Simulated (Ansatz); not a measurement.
Rows from a G0W0 calculation on YPO4 (I4_1/amd) (Ansatz 0.2.0; G0W0 on r2SCAN, plane waves, PAW; 4×4×4 mesh, 108 empty bands, screening to 48 eV), in eV. Spin-orbit coupling is left out.

The database entry behind the starting cell differs from later determinations by our own check (impure mineral, about 0.2 % long), so it need not match the best structure at ambient conditions.

| row | k | band | start | Σx | Σc at the solution | Vxc |
| --- | --- | --- | --- | --- | --- | --- |
| A | Γ | v2 | 5.853 | -26.207 | 4.512 | -21.061 |
| B | Γ | v1 | 6.351 | -26.670 | 4.603 | -21.432 |
| C | Γ | c1 | 13.173 | -9.166 | -3.921 | -14.904 |
| D | Γ | c3 | 13.998 | -9.046 | -4.423 | -15.467 |
| E | Γ | c4 | 14.402 | -9.495 | -3.933 | -15.271 |
| F | Γ | c2 | 13.259 | -9.265 | -3.699 | -14.276 |

Give the quasiparticle energies and the shift of each level.

The quasiparticle equation reads E = start + Σx + Σc(E) − Vxc.

| row | E (eV) | shift (eV) |
| --- | --- | --- |
| A | 5.220 | −0.633 |
| B | 5.716 | −0.635 |
| C | 14.989 | +1.816 |
| D | 15.994 | +1.997 |
| E | 16.245 | +1.843 |
| F | 14.571 | +1.312 |

The gap over the computed points goes from 6.63 eV to 8.86 eV.

Limits: not at the basis limit; no spin-orbit coupling.

[Runs of the session that timed out or met a known fault of the program may be left out.]

[Cells called generated may have been cut or substituted from an entry of the Crystallography Open Database or the Materials Project.]

[Hosts, paths, dates, database ids (printed as entryN), source tags and the programs' standing remarks are cut or masked in the printed files.]
